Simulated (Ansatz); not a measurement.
# K on Rh(110): change of the work function, part 2 of 5

How does K on the longbridge site change the work function of Rh(110) as the layer fills?

Ansatz 0.2.0; plane-wave DFT, PBE, Ansatz PAW.

So far, work function, upper face (eV): step 2 (the clean slab) 4.57.

## Step 3: Adsorbate added, coverage 0.25 ML

System of this step: KRh20 (K/Rh(110)). The cell holds 21 atoms: 20 Rh and 1 K. Its edges and angles: a = 7.600 Å, b = 5.374 Å, c = 26.368 Å, α = 90.0°, β = 90.0°, γ = 90.0°. Vacuum lies along c.

The clean slab as it ended is repeated in the plane and the adsorbate is set on one face; the cell's size fixes the coverage, and the k-mesh shrinks with it to keep the sampling density about even. Adsorbate and upper layers relax, since the dipole depends on the height.

input.yaml

```yaml
crystal:
  lattice:
    - [7.6, 0.0, 0.0]
    - [0.0, 5.374011537, 0.0]
    - [0.0, 0.0, 26.3677512816]
  atoms:
    - { symbol: Rh, position: [0.0, 0.0, 0.3413260351] }
    - { symbol: Rh, position: [0.25, 0.25, 0.3922785365] }
    - { symbol: Rh, position: [0.0, 0.0, 0.4419965872] }
    - { symbol: Rh, position: [0.25, 0.25, 0.4969270665] }
    - { symbol: Rh, position: [0.0, 0.0, 0.5417039934] }
    - { symbol: Rh, position: [0.0, 0.5, 0.3413260351] }
    - { symbol: Rh, position: [0.25, 0.75, 0.3922785365] }
    - { symbol: Rh, position: [0.0, 0.5, 0.4419965872] }
    - { symbol: Rh, position: [0.25, 0.75, 0.4969270665] }
    - { symbol: Rh, position: [0.0, 0.5, 0.5417039934] }
    - { symbol: Rh, position: [0.5, 0.0, 0.3413260351] }
    - { symbol: Rh, position: [0.75, 0.25, 0.3922785365] }
    - { symbol: Rh, position: [0.5, 0.0, 0.4419965872] }
    - { symbol: Rh, position: [0.75, 0.25, 0.4969270665] }
    - { symbol: Rh, position: [0.5, 0.0, 0.5417039934] }
    - { symbol: Rh, position: [0.5, 0.5, 0.3413260351] }
    - { symbol: Rh, position: [0.75, 0.75, 0.3922785365] }
    - { symbol: Rh, position: [0.5, 0.5, 0.4419965872] }
    - { symbol: Rh, position: [0.75, 0.75, 0.4969270665] }
    - { symbol: Rh, position: [0.5, 0.5, 0.5417039934] }
    - { symbol: K, position: [0.25, 0.0, 0.6586739649] }
kpoints:
  mp_grid: { grid: [4, 6, 1] }
hamiltonian:
  xc: pbe
scf:
  occupations: { method: fermi_dirac, width: 0.1 }
  convergence: { dr2_threshold: 1.0e-08 }
efield:
  axis: 3
  dipole_correction: true
  ramp_position: 0.97
  ramp_width: 0.06
relax:
  f_tol: 0.02
  max_steps: 60
  constraints: [{ sites: [0, 1, 5, 6, 10, 11, 15, 16] }]
output:
  bader: true
  dos: { projected: true, e_range: [-8, 4] }
  write_potential: true
  write_density: true
  volumetric_format: npy
  elf: true
```

Launch:

```bash
> ansatz run input.yaml --threads 4 --pin off --max-ram 12288MiB --backend cpu --events-out ev --progress --plain --runs-dir out
```

Numbers of over 12 decimals in the logs are rounded to 6 here.

Log:

```text
[...]
Crystal: 21 atoms, lattice volume = 1076.925 Å³
Basis set: ecut = 420 eV, 20969 PW (Γ), exchange–correlation on 108×72×360 points (8 copies of the dense FFT grid, shifted against one another)
Bands: 210, of which v1, the nominal top of the filled ones, is band 175 counted from 1 (174 counted from 0)
Symmetry: 4 space group operations
[...]
k-points: 12 of 24
[...]
SCF iter   1: F=—  HF=-129584.655008 eV  |F-HF|=—  |Δ(HF+E_count)|=         —  Δρ=7.86e-3  dr2=7.07e0  ethr=1.77e-3  p=0.771 e·Å  D=1.30e-1 V/Å  ΔV_dip=-3.42 eV  dr2_dipole=4.11e0  V_vac-E_F(+/−)=1.05/4.46 eV  ⟨swp⟩=7.8  Hψ=10407  notcnv=0  defer=13
[...]
SCF iter  12: F=-129584.491131 eV  HF=-129584.491131 eV  |F-HF|=3.84e-8  |Δ(HF+E_count)|=   5.23e-8  Δρ=6.04e-7  dr2=6.61e-9  ethr=2.87e-12  p=0.633 e·Å  D=1.06e-1 V/Å  ΔV_dip=-2.80 eV  dr2_dipole=4.66e-12  V_vac-E_F(+/−)=1.78/4.59 eV  ⟨swp⟩=16.3  Hψ=18667  notcnv=0
SCF 1 converged in 12 iterations: F = -129584.491131 eV  dr2 = 6.61e-9
[...]
relax step   1: F+E_penalty+E_count = -129584.49113069 eV  Δ(F+E_penalty+E_count) = +0.000e0 eV  max|allowed force component| = 7.012e-1 eV/Å  Δτ_max = 0.0000 Å  (12 SCF iters, accepted)
[...]
SCF iter   1: F=—  HF=-129584.603588 eV  |F-HF|=—  |Δ(HF+E_count)|=         —  Δρ=2.71e-3  dr2=3.78e-1  ethr=9.18e-5  p=0.633 e·Å  D=1.06e-1 V/Å  ΔV_dip=-2.80 eV  dr2_dipole=8.27e-2  V_vac-E_F(+/−)=1.79/4.59 eV  ⟨swp⟩=1.3  Hψ=7053  notcnv=0  defer=48
[...]
eigensolver tolerance schedule calibrated: the retry pair's looser diagonalisation under-reported the residual by θ = 0.15 (0.10/decade); ethr = c·dr2/N_el runs at the constant in force after the calibration composes with the one it found (an armed cap, an earlier calibration), c = 1.0e-1
[...]
SCF iter   2: F=—  HF=-129584.591564 eV  |F-HF|=—  |Δ(HF+E_count)|=   1.20e-2  Δρ=9.95e-4  dr2=9.88e-3  ethr=9.18e-5  p=0.637 e·Å  D=1.07e-1 V/Å  ΔV_dip=-2.82 eV  dr2_dipole=2.73e-4  V_vac-E_F(+/−)=1.75/4.57 eV  ⟨swp⟩=2.1  Hψ=2793  notcnv=0  defer=48
[...]
SCF iter  11: F=-129584.595312 eV  HF=-129584.595312 eV  |F-HF|=3.20e-10  |Δ(HF+E_count)|=   3.52e-8  Δρ=4.93e-7  dr2=4.74e-9  ethr=2.85e-12  p=0.643 e·Å  D=1.08e-1 V/Å  ΔV_dip=-2.85 eV  dr2_dipole=3.21e-10  V_vac-E_F(+/−)=1.72/4.57 eV  ⟨swp⟩=9.0  Hψ=16115  notcnv=0
SCF 2 converged in 11 iterations: F = -129584.595312 eV  dr2 = 4.74e-9
[...]
relax step   2: F+E_penalty+E_count = -129584.59531230 eV  Δ(F+E_penalty+E_count) = -1.042e-1 eV  max|allowed force component| = 6.731e-1 eV/Å  Δτ_max = 0.1274 Å  (11 SCF iters, accepted)
SCF iter   1: F=—  HF=-129584.724489 eV  |F-HF|=—  |Δ(HF+E_count)|=         —  Δρ=2.39e-3  dr2=3.26e-1  ethr=2.13e-3  p=0.643 e·Å  D=1.08e-1 V/Å  ΔV_dip=-2.85 eV  dr2_dipole=5.49e-2  V_vac-E_F(+/−)=1.73/4.58 eV  ⟨swp⟩=4.9  Hψ=4932  notcnv=0  defer=43
[...]
SCF iter  10: F=-129584.719807 eV  HF=-129584.719807 eV  |F-HF|=7.21e-8  |Δ(HF+E_count)|=   1.08e-7  Δρ=5.61e-7  dr2=5.90e-9  ethr=2.87e-12  p=0.646 e·Å  D=1.09e-1 V/Å  ΔV_dip=-2.86 eV  dr2_dipole=9.89e-10  V_vac-E_F(+/−)=1.70/4.56 eV  ⟨swp⟩=16.1  Hψ=18238  notcnv=0
SCF 3 converged in 10 iterations: F = -129584.719807 eV  dr2 = 5.90e-9
relax step   3: F+E_penalty+E_count = -129584.71980677 eV  Δ(F+E_penalty+E_count) = -1.245e-1 eV  max|allowed force component| = 5.309e-1 eV/Å  Δτ_max = 0.1956 Å  (10 SCF iters, accepted)
[...]
relax step   4: F+E_penalty+E_count = -129584.80551553 eV  Δ(F+E_penalty+E_count) = -8.571e-2 eV  max|allowed force component| = 3.108e-1 eV/Å  Δτ_max = 0.1947 Å  (10 SCF iters, accepted)
[...]
relax step   5: F+E_penalty+E_count = -129584.84276314 eV  Δ(F+E_penalty+E_count) = -3.725e-2 eV  max|allowed force component| = 4.324e-2 eV/Å  Δτ_max = 0.1950 Å  (10 SCF iters, accepted)
[...]
relax step   6: F+E_penalty+E_count = -129584.84348441 eV  Δ(F+E_penalty+E_count) = -7.213e-4 eV  max|allowed force component| = 8.992e-2 eV/Å  Δτ_max = 0.0230 Å  (9 SCF iters, accepted)
SCF iter   1: F=—  HF=-129584.844258 eV  |F-HF|=—  |Δ(HF+E_count)|=         —  Δρ=3.98e-4  dr2=9.52e-4  ethr=2.59e-6  p=0.596 e·Å  D=1.00e-1 V/Å  ΔV_dip=-2.64 eV  dr2_dipole=5.36e-5  V_vac-E_F(+/−)=1.89/4.53 eV  ⟨swp⟩=3.0  Hψ=4588  notcnv=0  defer=42
[...]
SCF iter   8: F=-129584.844293 eV  HF=-129584.844293 eV  |F-HF|=1.87e-8  |Δ(HF+E_count)|=   4.66e-8  Δρ=3.72e-7  dr2=2.20e-9  ethr=2.87e-12  p=0.596 e·Å  D=1.00e-1 V/Å  ΔV_dip=-2.64 eV  dr2_dipole=1.23e-11  V_vac-E_F(+/−)=1.89/4.53 eV  ⟨swp⟩=12.0  Hψ=17617  notcnv=0
SCF 7 converged in 8 iterations: F = -129584.844293 eV  dr2 = 2.20e-9
relax step   7: F+E_penalty+E_count = -129584.84429257 eV  Δ(F+E_penalty+E_count) = -8.082e-4 eV  max|allowed force component| = 5.557e-3 eV/Å  Δτ_max = 0.0087 Å  (8 SCF iters, accepted)
NSCF: frozen V_eff on 12 k-points
[...]
SCF converged after 8 iterations
Free energy (F): -129584.844293 eV
[...]
Internal energy: -129583.603154 eV  (E = F + TS)
E sigma→0 (E₀):  -129584.223723 eV
Entropy (-TS):   -1.241139 eV (-59.102 meV/atom)
Fermi energy:    3.564812 eV
Dipole field:    D = 0.100103 V/Å  (p = 0.595757 e·Å, saw-weighted, corrected)
Work function:   Φ+ = 1.8927 eV   Φ− = 4.5321 eV
[...]
--- Forces (eV/Å), atoms counted from 1 ---
  atom   1  Rh    -0.01018817     0.00000000     0.72435627
  atom   2  Rh     0.00000000     0.01335635    -0.66375430
  atom   3  Rh    -0.00057312     0.00000000    -0.00159466
  atom   4  Rh     0.00000000     0.00077834    -0.00341023
  atom   5  Rh     0.00421162     0.00000000     0.00555652
  atom   6  Rh    -0.00447795     0.00000000     0.76083793
  atom   7  Rh     0.00000000    -0.01335635    -0.66375430
  atom   8  Rh    -0.00186127     0.00000000     0.00006325
  atom   9  Rh     0.00000000    -0.00077834    -0.00341023
  atom  10  Rh    -0.00013173     0.00000000     0.00131576
  atom  11  Rh     0.01018817     0.00000000     0.72435627
  atom  12  Rh     0.00000000     0.02297947    -0.81764834
  atom  13  Rh     0.00057312     0.00000000    -0.00159466
  atom  14  Rh     0.00000000     0.00215727    -0.00521180
  atom  15  Rh    -0.00421162     0.00000000     0.00555652
  atom  16  Rh     0.00447795     0.00000000     0.76083793
  atom  17  Rh     0.00000000    -0.02297947    -0.81764834
  atom  18  Rh     0.00186127     0.00000000     0.00006325
  atom  19  Rh     0.00000000    -0.00215727    -0.00521180
  atom  20  Rh     0.00013173     0.00000000     0.00131576
  atom  21  K      0.00000000     0.00000000    -0.00103419
  max |Σ_I F_I| component: 1.34e-5 eV/Å
--- Band table (eV; the first three rows and the last of 12) ---
  k-point 0: bands = [... 171 lower, 3.6124, 3.6717, 3.8697, 3.9044, 4.0008, 4.0361, 4.0489, 4.0581, ... 31 higher]
  k-point 1: bands = [... 171 lower, 3.6361, 3.6384, 3.7021, 3.7065, 3.7135, 3.7403, 3.7660, 3.8161, ... 31 higher]
  k-point 2: bands = [... 171 lower, 3.2587, 3.2740, 3.3194, 3.3743, 3.4560, 3.4751, 3.5672, 3.6235, ... 31 higher]
  k-point 11: bands = [... 171 lower, 2.9737, 3.3940, 3.3943, 3.4154, 3.4174, 3.4771, 3.4921, 3.5024, ... 31 higher]
--- Relaxed structure (7 steps of the walk, 7 accepted, 0 SCFs on fresh bases) ---
  F+E_penalty+E_count = -129584.84429257 eV   max|allowed force component| = 5.557e-3 eV/Å
  atoms:
    - { symbol: Rh, position: [0.0, 0.0, 0.341326] }
    - { symbol: Rh, position: [0.25, 0.25, 0.3922785365] }
    - { symbol: Rh, position: [0.00149, 0.0, 0.441157] }
    - { symbol: Rh, position: [0.25, 0.249382, 0.499185] }
    - { symbol: Rh, position: [-0.00857072, 0.0, 0.541183] }
    - { symbol: Rh, position: [0.0, 0.5, 0.341326] }
    - { symbol: Rh, position: [0.25, 0.75, 0.3922785365] }
    - { symbol: Rh, position: [0.0019229, 0.5, 0.441686] }
    - { symbol: Rh, position: [0.25, 0.750618, 0.499185] }
    - { symbol: Rh, position: [-0.00267256, 0.5, 0.542835] }
    - { symbol: Rh, position: [0.5, 0.0, 0.341326] }
    - { symbol: Rh, position: [0.75, 0.25, 0.3922785365] }
    - { symbol: Rh, position: [0.498510, 0.0, 0.441157] }
    - { symbol: Rh, position: [0.75, 0.252814, 0.495578] }
    - { symbol: Rh, position: [0.508571, 0.0, 0.541183] }
    - { symbol: Rh, position: [0.5, 0.5, 0.341326] }
    - { symbol: Rh, position: [0.75, 0.75, 0.3922785365] }
    - { symbol: Rh, position: [0.498077, 0.5, 0.441686] }
    - { symbol: Rh, position: [0.75, 0.747186, 0.495578] }
    - { symbol: Rh, position: [0.502673, 0.5, 0.542835] }
    - { symbol: K, position: [0.25, 0.0, 0.631068] }
--- Bader charges: 21 sites ---
  site symbol  charge [e]  shift [e]
     0     Rh     -0.0308     0.0002
     1     Rh      0.0152     0.0002
     2     Rh      0.0279     0.0001
     3     Rh     -0.0198     0.0002
     4     Rh     -0.1973     0.0003
     5     Rh     -0.0319     0.0002
     6     Rh      0.0152     0.0002
     7     Rh      0.0274     0.0001
     8     Rh     -0.0199     0.0002
     9     Rh     -0.1673     0.0003
    10     Rh     -0.0308     0.0002
    11     Rh      0.0203     0.0002
    12     Rh      0.0279     0.0001
    13     Rh     -0.0049     0.0002
    14     Rh     -0.1973     0.0003
    15     Rh     -0.0319     0.0002
    16     Rh      0.0203     0.0002
    17     Rh      0.0274     0.0001
    18     Rh     -0.0049     0.0002
    19     Rh     -0.1673     0.0003
    20      K      0.7225     0.0000
  estimated error of the sums over rays = 4.6e-4 e
```

Elapsed: 14 min, on 4 threads of Arm Neoverse V1, shared host; peak memory 5.5 GiB.

The steps of the relaxation:

```
step  energy less that of the first step (eV)  largest force component (eV/Å)
   1                                   0.0000                          0.7012
   2                                  -0.1042                          0.6731
   3                                  -0.2287                          0.5309
   4                                  -0.3144                          0.3108
   5                                  -0.3516                          0.0432
   6                                  -0.3524                          0.0899
   7                                  -0.3532                          0.0056
```

Forces are held to the 4 operations that the run works with; a distortion that breaks them can't arise in this run.

The atoms that moved most (Å):

```
atom      dx      dy      dz  length
 K21   0.000   0.000  -0.728   0.728
Rh15   0.065   0.000  -0.014   0.067
 Rh5  -0.065   0.000  -0.014   0.067
 Rh9   0.000   0.003   0.060   0.060
 Rh4   0.000  -0.003   0.060   0.060
Rh19   0.000  -0.015  -0.036   0.039
Rh14   0.000   0.015  -0.036   0.039
Rh20   0.020   0.000   0.030   0.036
```

The relaxed structure:

```
Rh K
1.0
     7.60000    0.00000    0.00000
     0.00000    5.37401    0.00000
     0.00000    0.00000   26.36775
Rh K
20 1
Direct
  0.00000 0.00000 0.34133
  0.25000 0.25000 0.39228
  0.00149 0.00000 0.44116
  0.25000 0.24938 0.49919
  0.99143 0.00000 0.54118
  0.00000 0.50000 0.34133
  0.25000 0.75000 0.39228
  0.00192 0.50000 0.44169
  0.25000 0.75062 0.49919
  0.99733 0.50000 0.54284
  0.50000 0.00000 0.34133
  0.75000 0.25000 0.39228
  0.49851 0.00000 0.44116
  0.75000 0.25281 0.49558
  0.50857 0.00000 0.54118
  0.50000 0.50000 0.34133
  0.75000 0.75000 0.39228
  0.49808 0.50000 0.44169
  0.75000 0.74719 0.49558
  0.50267 0.50000 0.54284
  0.25000 0.00000 0.63107
```

This step gave:

- energy at zero smearing: -129584.2237 eV
- work function, upper face: 1.893 eV
- work function, lower face: 4.532 eV
- dipole along the normal: 0.5958 e·Å
- step between the vacuum levels: -2.639 eV

Running mean over 1.344 Å of the planar mean; the ramp of the sawtooth is left out. Electron's electrostatic potential energy less the Fermi level against z:

```
z (Å)  electron's electrostatic potential energy less the Fermi level (eV)
  3.5                                                                 4.53
  4.0                                                                 4.53
  4.5                                                                 4.53
  5.0                                                                 4.53
  5.5                                                                 4.52
  6.0                                                                 4.51
  6.5                                                                 4.44
  7.0                                                                 4.22
  7.5                                                                 3.35
  8.0                                                               -0.266
  8.5                                                                -6.69
  9.0                                                                -11.3
  9.5                                                                -12.6
 10.0                                                                -13.0
 10.5                                                                -13.5
 11.0                                                                -13.8
 11.5                                                                -13.2
 12.0                                                                -11.9
 12.5                                                                -11.6
 13.0                                                                -13.1
 13.5                                                                -14.9
 14.0                                                                -14.3
 14.5                                                                -10.6
 15.0                                                                -4.29
 15.5                                                                0.767
 16.0                                                                 1.48
 16.5                                                                0.635
 17.0                                                                0.487
 17.5                                                                 1.09
 18.0                                                                 1.64
 18.5                                                                 1.80
 19.0                                                                 1.85
 19.5                                                                 1.87
 20.0                                                                 1.88
 20.5                                                                 1.89
 21.0                                                                 1.89
 21.5                                                                 1.89
 22.0                                                                 1.89
 22.5                                                                 1.89
 23.0                                                                 1.89
```

The density of states has structure finer than the step of the table below, so its rows give means over 0.25 eV, whole bins alone (the curve runs from -8 to 1.98 eV). Peaks (eV: height): -3.700: 48.8, -3.610: 59.1, -2.380: 48.1, -2.320: 56.1, -2.110: 54.3, -2.020: 50.4, 0.330: 47.8.

The density of states by energy, zero at the Fermi level; means over each step:

energy (eV), density of states (states/eV a cell) and a bar:
```
    -7.25        0.0 
    -7.00        0.8 #
    -6.75        1.6 #
    -6.50        1.7 #
    -6.25        1.8 #
    -6.00        2.2 ##
    -5.75        7.5 #####
    -5.50       17.5 #############
    -5.25       31.1 #######################
    -5.00       28.8 #####################
    -4.75       28.8 #####################
    -4.50       27.0 ####################
    -4.25       27.5 ####################
    -4.00       19.6 ##############
    -3.75       35.6 ##########################
    -3.50       36.8 ###########################
    -3.25       29.7 ######################
    -3.00       26.3 ###################
    -2.75       35.8 ##########################
    -2.50       41.2 ##############################
    -2.25       39.5 #############################
    -2.00       35.0 #########################
    -1.75       25.7 ###################
    -1.50       31.2 #######################
    -1.25       34.2 #########################
    -1.00       38.1 ############################
    -0.75       30.9 ######################
    -0.50       32.9 ########################
    -0.25       36.1 ##########################
     0.00       37.5 ###########################
     0.25       40.0 #############################
     0.50       40.6 ##############################
     0.75       23.0 #################
     1.00        8.4 ######
     1.25        9.1 #######
     1.50        6.8 #####
     1.75        7.8 ######
```

Projected DOS per atom over height of the atomic layer and energy from the Fermi level. Layers: Rh4 Rh4 Rh4 Rh4 Rh4 K from below.

Values in states/eV, 22 rows by 6 columns, each cell a mean:
```
0.27 0.26 0.23 0.28 0.31 0.66
0.28 0.27 0.27 0.30 0.36 0.91
0.72 0.73 0.83 0.84 0.75 0.34
2.13 1.95 2.05 1.75 1.95 0.29
2.16 1.80 1.32 1.80 2.09 0.44
2.03 1.46 1.20 1.44 1.70 0.11
2.25 1.52 1.64 1.53 1.78 0.21
2.39 1.01 1.37 1.09 2.17 0.11
2.00 1.13 1.01 1.25 2.03 0.06
2.39 1.79 1.85 1.77 2.21 0.07
1.65 1.66 1.79 1.58 1.80 0.02
1.46 1.59 1.15 1.47 1.38 0.02
1.72 2.13 1.16 1.93 1.92 0.04
0.71 1.27 1.07 1.48 1.13 0.02
0.72 1.67 1.88 1.70 1.03 0.01
0.53 1.69 2.58 1.73 0.73 0.01
0.34 1.16 1.49 1.14 0.45 0.01
0.06 0.17 0.29 0.18 0.08 0.00
0.03 0.10 0.16 0.11 0.04 0.00
0.02 0.08 0.11 0.08 0.03 0.00
0.00 0.00 0.00 0.00 0.00 0.00
0.00 0.00 0.00 0.00 0.00 0.00
```
Columns: height of the atomic layer (Å) from 9 to 16.6 (not evenly spaced); rows upwards: energy from the Fermi level (eV) from -7.96 to 1.95.

Valence density in the ca plane at fractional y = 0.000, with atoms of Rh and K within 0.2 Å of it. It is the smooth field of the valence electrons, not physical close to the nuclei.

Ten steps, logarithmic in the rise over the least value, from '0' (0 e/Å³) to '9' (14 e/Å³), each cell a mean:
```
02589963347997424799852000000000000000000000
01367643235765323577631000000000000000000000
00123322223332222344310000000000000000000000
00011222222222222222100000000000000000000000
00001122222111222211100000000000000000000000
00011122222111222221100000000000000000000000
00112222222222222232210000000000000000000000
01245532224553222456421000000000000000000000
01478863246886323688741000000000000000000000
02689974358998434799852100000000000000000000
02589963347997423689852100000000000000000000
01367643235775322466531111100000000000000000
00123322223332222233211234421000000000000000
00011222222222222221111366652000000000000000
00001122222111222221101467763000000000000000
00011122222111222221111467752000000000000000
00112222222222222222111245531000000000000000
01245532224554222344321122210000000000000000
01478863246886323578741100000000000000000000
02689974358998434799852100000000000000000000
```
Columns run along c (16.0 Å, from fractional 0.28 to 0.89 of the cell), rows up along a (7.6 Å). Atoms in or near the plane, at fractional coordinates: Rh at (0.34, 0.00), Rh at (0.44, 0.00), Rh at (0.54, 0.99), Rh at (0.34, 0.50), Rh at (0.44, 0.50), Rh at (0.54, 0.51), K at (0.63, 0.25).

(Continued in part 3 of 5.)

[Logs are printed without paths, hosts, clocks, repeated set-up lines and the standing remarks that a program may print on its own settings, such as how far it seeks lower states.]

[Hosts, paths, dates, database ids (printed as entryN), source tags and the programs' standing remarks are cut or masked in the printed files.]

[Maps of the electrostatic potential energy from Ansatz leave out the sawtooth potential of an applied field or a dipole correction, so their vacuum need not be flat; planar profiles and work functions include it.]

[The density of states shown here was stored with 400 of the rows of the run's finer table, so its peaks can read low, often by over a quarter, or be missed, and its means over a window can be off by a tenth or more.]
